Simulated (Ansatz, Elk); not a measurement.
# How far do independent atoms describe Al2V?

The structure of Al2V used here is made up (a known structure type with other elements) and was relaxed beforehand with PBEsol. The aim is the Fourier transform of its all-electron density, F(hkl), set beside the sum over free spherical atoms that refinements use.

Method: DFT, PBE, all-electron APW+lo, Dirac cores, scalar-relativistic bands, static density, no spin, in Elk 11.2.3 (patched build).

The structure was built from a prototype and need not be the compound's stable phase.

## Step 1: The starting structure

The structure is tetragonal, space group P4/nmm (No. 129). Conventional cell: a = 3.678 Å, b = 3.678 Å, c = 6.630 Å, α = 90.00°, β = 90.00°, γ = 90.00°. Nearest to V lie 9 Al at 2.52 to 2.76 Å. Al has 5 V at 2.52 to 2.60 Å and 4 Al at 2.75 Å nearest. Al has 8 Al at 2.60 to 2.75 Å and 4 V at 2.76 Å nearest. Farther neighbours are not listed.

## Step 2: Ground state and structure factors

An all-electron density is needed, since X-rays see the cores too. Task 0 finds the density and task 195 Fourier-transforms it; tshift is off so that phases refer to the origin typed.

The input, elk.in:

```
tasks
  0
  195

xctype
  20

spinpol
  .false.

rgkmax
  7.0

gmaxvr
  14.0

lmaxo
  7

lmaxapw
  8

swidth
  0.002

tshift
  .false.

ramdisk
  .false.

hmaxvr
  5.5

maxscl
  120

epspot
  1e-06

sppath
  './'

avec
  6.95105270811 0.00000000000 0.00000000000
  -0.00000000000 6.95105270811 0.00000000000
  0.00000000000 0.00000000000 12.52937828124

atoms
  2
  'V.in'
  2
  0.5000000000 -0.0000000000 0.3110841483   0.000000 0.000000 0.000000
  -0.0000000000 0.5000000000 0.6889158517   0.000000 0.000000 0.000000
  'Al.in'
  4
  0.5000000000 0.0000000000 0.6908841254   0.000000 0.000000 0.000000
  0.0000000000 0.5000000000 0.3091158746   0.000000 0.000000 0.000000
  0.5000000000 0.5000000000 -0.0000000000   0.000000 0.000000 0.000000
  -0.0000000000 -0.0000000000 0.0000000000   0.000000 0.000000 0.000000

ngridk
  6 6 4
```

Run with:

```console
> OMP_NUM_THREADS=4 elk
```

Numbers of over 12 decimals in the logs are rounded to 6 here.

Output:

```text
┌─────────────────────────┐
│ Elk code version 11.2.3 │
└─────────────────────────┘

All units are atomic (Hartree, Bohr, etc.)

┌─────────────────────────────────────────────────┐
│ Ground-state run starting from atomic densities │
└─────────────────────────────────────────────────┘

Lattice vectors :
   6.951052708       0.000000000       0.000000000
  -0.000000000       6.951052708       0.000000000
   0.000000000       0.000000000       12.52937828

Reciprocal lattice vectors :
  0.9039185244       0.000000000      -0.000000000
   0.000000000      0.9039185244       0.000000000
   0.000000000      -0.000000000      0.5014762238

Unit cell volume      :    605.3836462
Brillouin zone volume :   0.4097405257

Muffin-tin inner radius fraction :   0.1000000000E-01

Nuclei treated as point charges

Species : 1 (V)
 parameters loaded from : V.in
 name : vanadium
 nuclear charge    :   -23.00000000
 electronic charge :    23.00000000
 atomic mass :    92860.67382
 muffin-tin radius :    2.400000000
 number of radial points in muffin-tin :    993
 inner part over the whole radius :   0.9920165687E-02
 number on inner part of muffin-tin    :    699
 approximate nuclear radius :   0.6897515165E-04
 number of mesh points to nuclear radius :    327
 atomic positions (lattice), magnetic fields (Cartesian) :
  1 :   0.50000000  0.00000000  0.31108415    0.00000000  0.00000000  0.00000000
  2 :   0.00000000  0.50000000 -0.31108415    0.00000000  0.00000000  0.00000000

Species : 2 (Al)
 parameters loaded from : Al.in
 name : aluminium
 nuclear charge    :   -13.00000000
 electronic charge :    13.00000000
 atomic mass :    49184.33496
 muffin-tin radius :    2.200000000
 number of radial points in muffin-tin :    793
 inner part over the whole radius :   0.9821194981E-02
 number on inner part of muffin-tin    :    552
 approximate nuclear radius :   0.5839653600E-04
 number of mesh points to nuclear radius :    244
 atomic positions (lattice), magnetic fields (Cartesian) :
  1 :   0.50000000  0.00000000 -0.30911587    0.00000000  0.00000000  0.00000000
  2 :   0.00000000  0.50000000  0.30911587    0.00000000  0.00000000  0.00000000
  3 :   0.50000000  0.50000000  0.00000000    0.00000000  0.00000000  0.00000000
  4 :   0.00000000  0.00000000  0.00000000    0.00000000  0.00000000  0.00000000

Total number of atoms per unit cell :    6
Total muffin-tin volume :    294.2206240
 ratio of muffin-tin to unit cell volume :   0.4860068914

Spin treatment :
 spin-unpolarised

Number of Bravais lattice symmetries :   16
Number of crystal symmetries         :   16
Crystal has no inversion symmetry
Complex Hermitian eigensolver will be used

k-point grid :      6     6     4
k-point offset :    0.000000000       0.000000000       0.000000000
k-point set is reduced with full crystal symmetry group
Total number of k-points :       30

Muffin-tin radius times maximum |G+k| :    7.000000000
 using average radius
Maximum |G+k| for APW functions       :    3.088235294
Maximum (1/2)|G+k|²                   :    4.768598616
Maximum |G| for potential and density :    14.00000000
Constant for pseudocharge density :    8
 order of it for each species :   15  15
 order of it for pair densities of each species (exact exchange by exxq0 0: 16) :   11   9
Radial integration step length :    1

G-vector grid sizes :     32    32    56
Number of G-vectors :    28051

Maximum angular momentum used for
 APW functions            :    8
 outer part of muffin-tin :    7
 inner part of muffin-tin :    2

Total nuclear charge    :   -98.00000000
Total core charge       :    36.00000000
Total valence charge    :    62.00000000
Total excess charge     :    0.000000000
Total electronic charge :    98.00000000

Effective Wigner radius, rₛ :    1.138252641

Number of empty states         :     24
Total number of valence states :     56
Total number of core states    :     36

Third-order local-orbitals added for an l without core states : T
Total number of local-orbitals :     76

[...]
Madelung                    :     -3442.9077121345
 xc potential                :     -214.32310921110
 exchange                    :     -161.21403020145
 correlation                 :     -4.113055
 electron entropic           :    -0.16980649094249E-02
 total energy                :     -2871.1479786325

Density of states at Fermi energy :    132.9809785
 (states/Hartree/unit cell)

Estimated indirect band gap :   0.1362669467E-02
 from k-point 22 to k-point 22
Estimated direct band gap   :   0.1362669467E-02
 at k-point 22

Charges :
 core                        :    36.00000000
 valence                     :    62.00000000
 interstitial                :    9.485481416
 muffin-tins (core leakage)
  species : 1 (V)
[...]
species : 2 (Al)
[...]
total in muffin-tins        :    88.51451858
 total calculated charge     :    97.99790043
 total charge                :    98.00000000
 error                       :   0.2099571317E-02

RMS change in Kohn-Sham potential (target) :   0.5851910743     (  0.1000000000E-05)
Absolute change in total energy (target)   :   0.4052344387     (  0.1000000000E-03)

[... loops 3 to 14 left out ...]

┌──────────────────┐
│ Loop number : 15 │
└──────────────────┘

Energies :
 Fermi                       :     0.297691
 sum of occupied eigenvalues :     -1623.4925501004
 electron kinetic            :      2891.9218052810
 core electron kinetic       :      2475.3338899381
 Coulomb                     :     -5596.2855587474
 Coulomb potential           :     -4301.2079539980
 nuclear-nuclear             :     -515.09207408129
 electron-nuclear            :     -5876.2900171383
 Hartree                     :      795.09653247214
 Madelung                    :     -3445.6815817485
 xc potential                :     -214.20640138343
 exchange                    :     -161.44774861722
 correlation                 :     -4.112564
 electron entropic           :    -0.17880379795494E-02
 total energy                :     -2869.9258543900

Density of states at Fermi energy :    139.2772562
 (states/Hartree/unit cell)

Estimated indirect band gap :   0.1438528480E-02
 from k-point 22 to k-point 28
Estimated direct band gap   :   0.9348933639E-02
 at k-point 21

Charges :
 core                        :    36.00000000
 valence                     :    62.00000000
 interstitial                :    9.268723257
 muffin-tins (core leakage)
  species : 1 (V)
[...]
species : 2 (Al)
[...]
total in muffin-tins        :    88.73127674
 total calculated charge     :    97.99793800
 total charge                :    98.00000000
 error                       :   0.2061997992E-02

RMS change in Kohn-Sham potential (target) :   0.8266853337E-06 (  0.1000000000E-05)
Absolute change in total energy (target)   :   0.1645513385E-04 (  0.1000000000E-03)

Convergence targets achieved

┌──────────────────┐
│ Loop number : 16 │
└──────────────────┘

Energies :
 Fermi                       :     0.297691
 sum of occupied eigenvalues :     -1623.4925360827
 electron kinetic            :      2891.9217956395
 core electron kinetic       :      2475.3338943477
 Coulomb                     :     -5596.2855391908
 Coulomb potential           :     -4301.2079671409
 nuclear-nuclear             :     -515.09207408129
 electron-nuclear            :     -5876.2899648247
 Hartree                     :      795.09649971519
 Madelung                    :     -3445.6815556204
 xc potential                :     -214.20636458132
 exchange                    :     -161.44774664222
 correlation                 :     -4.112564
 electron entropic           :    -0.17880376203329E-02
 total energy                :     -2869.9258424890

Density of states at Fermi energy :    139.2772350
 (states/Hartree/unit cell)

Estimated indirect band gap :   0.1438512358E-02
 from k-point 22 to k-point 28
Estimated direct band gap   :   0.9348936998E-02
 at k-point 21

Charges :
 core                        :    36.00000000
 valence                     :    62.00000000
 interstitial                :    9.268724648
 muffin-tins (core leakage)
  species : 1 (V)
[...]
species : 2 (Al)
[...]
atom 2                    :    11.36830605     (  0.4838725489E-03)
   atom 3                    :    11.37864367     (  0.4839509635E-03)
   atom 4                    :    11.37864367     (  0.4839509635E-03)
 total in muffin-tins        :    88.73127535
 total calculated charge     :    97.99793800
 total charge                :    98.00000000
 error                       :   0.2061998159E-02

┌──────────────────────────────┐
│ Self-consistent loop stopped │
└──────────────────────────────┘

Warning : core states of species 2 leak from the muffin-tin :   0.4839509635E-03

Wrote STATE.OUT
```

Wall time 44 s (4 threads of Intel Xeon Platinum 8259CL at 2.50GHz (Skylake/Cascade Lake), shared host); peak memory 0.18 GiB; 2.2 min of CPU time.

SFACRHO.OUT:

```text

h k l indices transformed by vhmat matrix:
   1.000000000       0.000000000       0.000000000    
   0.000000000       1.000000000       0.000000000    
   0.000000000       0.000000000       1.000000000    

      h      k      l  multipl.   |H|            Re(F)            Im(F)           |F|

      0      0      0      1   0.0000000       97.999999      0.10513622E-16   97.999999    
      0      0     -1      2  0.50147622     -0.90068213     -0.12386457E-15  0.90068213    
      1      0      0      4  0.90391852       0.0000000      0.44911143E-14  0.44911143E-14
      0      0      2      2   1.0029524      -21.675699      0.20222817E-15   21.675699    
     -1      0     -1      4   1.0337055     -0.21003464E-14   15.794359       15.794359    
      1      0      1      4   1.0337055     -0.21003464E-14  -15.794359       15.794359    
     -1      1      0      4   1.2783338      -34.335866     -0.18298149E-14   34.335866    
     -1      0     -2      4   1.3501786       0.0000000      -10.887756       10.887756    
      0      1     -2      4   1.3501786      0.10501732E-14   10.887756       10.887756    
     -1      1     -1      8   1.3731773       37.077750     -0.18390855E-14   37.077750    
      0      0     -3      2   1.5044287       62.124144     -0.20921431E-15   62.124144    
     -1     -1      2      8   1.6248234       51.649847      0.32106265E-14   51.649847    
      1      0      3      4   1.7550995     -0.31505197E-14   4.8334378       4.8334378    
     -1      0     -3      4   1.7550995     -0.31505197E-14  -4.8334378       4.8334378    
      0     -2      0      4   1.8078370       61.859968      0.76458610E-14   61.859968    
      0     -2     -1      4   1.8761005     -0.66107797     -0.12755400E-15  0.66107797    
      2      0     -1      4   1.8761005     -0.66107797      0.97876862E-16  0.66107797    
     -1      1      3      8   1.9741943      -24.083985     -0.15200348E-14   24.083985
```

Elk indexes on the primitive cell of elk.in and gives |H| = 4π sin θ/λ in inverse bohr. Below, one row stands for each form hkl of the conventional cell (m members, Friedel mates merged), F is for one primitive cell and the density is static (no thermal factor). Free-atom factors are Waasmaier and Kirfel's, and R is Σm||F|−|F'||/Σm|F|.

| hkl | m | sin θ/λ (Å⁻¹) | abs F, DFT | neutral atoms | diff. | abs of complex diff. |
| --- | --- | --- | --- | --- | --- | --- |
| 001 | 2 | 0.075 | 0.901 | 0.907 | -0.006 | 0.006 |
| 100 | 4 | 0.136 | 0.000 | 0.000 | +0.000 | 0.000 |
| 002 | 2 | 0.151 | 21.676 | 21.522 | +0.154 | 0.154 |
| 101 | 8 | 0.155 | 15.794 | 15.718 | +0.076 | 0.076 |
| 110 | 4 | 0.192 | 34.336 | 34.510 | -0.174 | 0.174 |
| 102 | 8 | 0.203 | 10.888 | 11.158 | -0.270 | 0.270 |
| 111 | 8 | 0.206 | 37.078 | 37.278 | -0.200 | 0.200 |
| 003 | 2 | 0.226 | 62.124 | 62.871 | -0.747 | 0.747 |
| 112 | 8 | 0.244 | 51.650 | 52.143 | -0.493 | 0.493 |
| 103 | 8 | 0.264 | 4.833 | 4.947 | -0.114 | 0.114 |
| 200 | 4 | 0.272 | 61.860 | 62.427 | -0.567 | 0.567 |
| 201 | 8 | 0.282 | 0.661 | 0.587 | +0.074 | 0.074 |
| 113 | 8 | 0.297 | 24.084 | 24.154 | -0.070 | 0.070 |
| 004 | 2 | 0.302 | 17.974 | 18.035 | -0.060 | 0.060 |

## Step 3: The highest occupied states alone

An energy window below the Fermi level keeps the highest occupied states, to see at which angles they scatter; shallow core shells can lie inside it and anion s states outside. No new self-consistency is needed.

elk.in: that of step 2 with these lines changed.

```diff
@@ -1,3 +1,2 @@
 tasks
-  0
   195
@@ -40,2 +39,5 @@
 
+wsfac
+  -0.253550 0.597690
+
 sppath
```

Run with:

```console
> OMP_NUM_THREADS=4 elk
```

Output:

```text
┌─────────────────────────────────┐
│ Elk code version 11.2.3 started │
└─────────────────────────────────┘

Info(readinput): the functional depends on the density's gradient
 muffin-tin radial points multiplied by    2.00000
 (not where nrmtscf is given)

┌────────────────────┐
│ Current task : 195 │
└────────────────────┘

Info(sfacrho): density structure factors written to SFACRHO.OUT

 Energy window :  -0.2535500000      0.5976900000

┌──────────────────┐
│ Elk code stopped │
└──────────────────┘
```

The job ended after 11 s (4 threads; peak memory 0.16 GiB).

States within 15 eV below the Fermi level hold 22.00 electrons; any levels below the window count with the cores. Their amplitudes can exceed the total, where window and core parts have opposite phase:

| hkl | sin θ/λ (Å⁻¹) | abs F, window | abs F, all |
| --- | --- | --- | --- |
| 001 | 0.075 | 0.279 | 0.901 |
| 100 | 0.136 | 0.000 | 0.000 |
| 002 | 0.151 | 2.987 | 21.676 |
| 101 | 0.155 | 2.946 | 15.794 |
| 110 | 0.192 | 3.165 | 34.336 |
| 102 | 0.203 | 1.675 | 10.888 |
| 111 | 0.206 | 1.324 | 37.078 |
| 003 | 0.226 | 1.911 | 62.124 |
| 112 | 0.244 | 1.243 | 51.650 |
| 103 | 0.264 | 0.797 | 4.833 |

## Step 4: Another functional

The difference from free atoms is small, so it is set against the change that LDA (Perdew-Wang) makes.

elk.in: that of step 3 with these lines changed.

```diff
@@ -1,2 +1,3 @@
 tasks
+  0
   195
@@ -4,3 +5,3 @@
 xctype
-  20
+  3
 
@@ -39,5 +40,2 @@
 
-wsfac
-  -0.253550 0.597690
-
 sppath
```

Run with:

```console
> OMP_NUM_THREADS=4 elk
```

Output:

```text
┌─────────────────────────┐
│ Elk code version 11.2.3 │
└─────────────────────────┘

All units are atomic (Hartree, Bohr, etc.)

┌─────────────────────────────────────────────────┐
│ Ground-state run starting from atomic densities │
└─────────────────────────────────────────────────┘

Lattice vectors :
   6.951052708       0.000000000       0.000000000
  -0.000000000       6.951052708       0.000000000
   0.000000000       0.000000000       12.52937828

Reciprocal lattice vectors :
  0.9039185244       0.000000000      -0.000000000
[...]
muffin-tins (core leakage)
  species : 1 (V)
[...]
species : 2 (Al)
[...]
atom 3                    :    11.39316191     (  0.5123021859E-03)
   atom 4                    :    11.39316191     (  0.5123021859E-03)
 total in muffin-tins        :    88.84001687
 total calculated charge     :    97.99781253
 total charge                :    98.00000000
 error                       :   0.2187473579E-02

┌──────────────────────────────┐
│ Self-consistent loop stopped │
└──────────────────────────────┘

Warning : core states of species 2 leak from the muffin-tin :   0.5123021859E-03

Wrote STATE.OUT
[key lines of the parts left out:]
total energy                :     -2862.5007202228
```

Elapsed: 30 s, on 4 threads; peak memory 0.16 GiB.

Against the first run R = 0.14 %; the largest change is -0.090 at 220.

## Step 5: Basis size

The basis and the expansions that go with it are enlarged, to see whether the differences are converged.

elk.in: that of step 4 with these lines changed.

```diff
@@ -5,3 +5,3 @@
 xctype
-  3
+  20
 
@@ -11,12 +11,12 @@
 rgkmax
-  7.0
+  8.5
 
 gmaxvr
-  14.0
+  18.0
 
 lmaxo
-  7
+  9
 
 lmaxapw
-  8
+  10
```

Run with:

```console
> OMP_NUM_THREADS=4 elk
```

Output:

```text
┌─────────────────────────┐
│ Elk code version 11.2.3 │
└─────────────────────────┘

All units are atomic (Hartree, Bohr, etc.)

┌─────────────────────────────────────────────────┐
│ Ground-state run starting from atomic densities │
└─────────────────────────────────────────────────┘

Lattice vectors :
   6.951052708       0.000000000       0.000000000
  -0.000000000       6.951052708       0.000000000
   0.000000000       0.000000000       12.52937828

Reciprocal lattice vectors :
  0.9039185244       0.000000000      -0.000000000
[...]
muffin-tins (core leakage)
  species : 1 (V)
[...]
species : 2 (Al)
[...]
atom 3                    :    11.37887943     (  0.4838801783E-03)
   atom 4                    :    11.37887943     (  0.4838801783E-03)
 total in muffin-tins        :    88.74289307
 total calculated charge     :    97.99809630
 total charge                :    98.00000000
 error                       :   0.1903699090E-02

┌──────────────────────────────┐
│ Self-consistent loop stopped │
└──────────────────────────────┘

Warning : core states of species 2 leak from the muffin-tin :   0.4838801783E-03

Wrote STATE.OUT
[key lines of the parts left out:]
total energy                :     -2869.9322633226
```

It took 1.9 min on 4 threads; peak memory 0.35 GiB.

Against the first run R = 0.01 %; the largest change is -0.006 at 312.

## Step 6: Settings against the effect

| run | R against the first run (%) | R against neutral atoms, low angle (%) | wall time |
| --- | --- | --- | --- |
| PBE, rgkmax 7 | 0.00 | 0.88 | 44 s |
| LDA (Perdew-Wang) | 0.14 | 0.89 | 30 s |
| rgkmax 8.5 with larger expansions | 0.01 | 0.88 | 1.9 min |

## Step 7: Outcome

| Property | Result |
| --- | --- |
| R against neutral atoms, sin θ/λ < 0.3 Å⁻¹ | 0.88 % |
| R against neutral atoms, 0.3 to 0.80 Å⁻¹ | 0.34 % |

What this shows: Independent neutral atoms miss the calculated amplitudes by R = 0.88 % below 0.3 Å⁻¹ and 0.34 % from there to 0.80 Å⁻¹; by shells, 0.66 % below 0.15 Å⁻¹ (1 form), 0.88 % 0.15 to 0.3 (11 forms), 0.31 % 0.3 to 0.45 (21 forms), 0.35 % above 0.45 (108 forms). Bonding, aspherical density and the tables' own atoms all enter these figures, and the runs don't part them. The largest change of an amplitude is -0.75 electrons, at 003. The window's part falls from 22.0 electrons at the origin to at most 0.61 between 0.45 and 0.80 Å⁻¹. Below 0.3 Å⁻¹ the changes that finished (LDA (Perdew-Wang) and rgkmax 8.5 with larger expansions) move F by R = 0.05 % at most, against the 0.88 % that separates it from free atoms. The k-mesh has no finished test. These runs have no spin, though d or f shells may be open. Part of the difference isn't bonding: the tables are fits to free atoms and ions calculated by other methods than this functional. Thermal motion, anomalous dispersion and extinction are left out.

[Logs are printed without paths, hosts, clocks, repeated set-up lines and the standing remarks that a program may print on its own settings, such as how far it seeks lower states.]

[Hosts, paths, dates, database ids (printed as entryN), source tags and the programs' standing remarks are cut or masked in the printed files.]
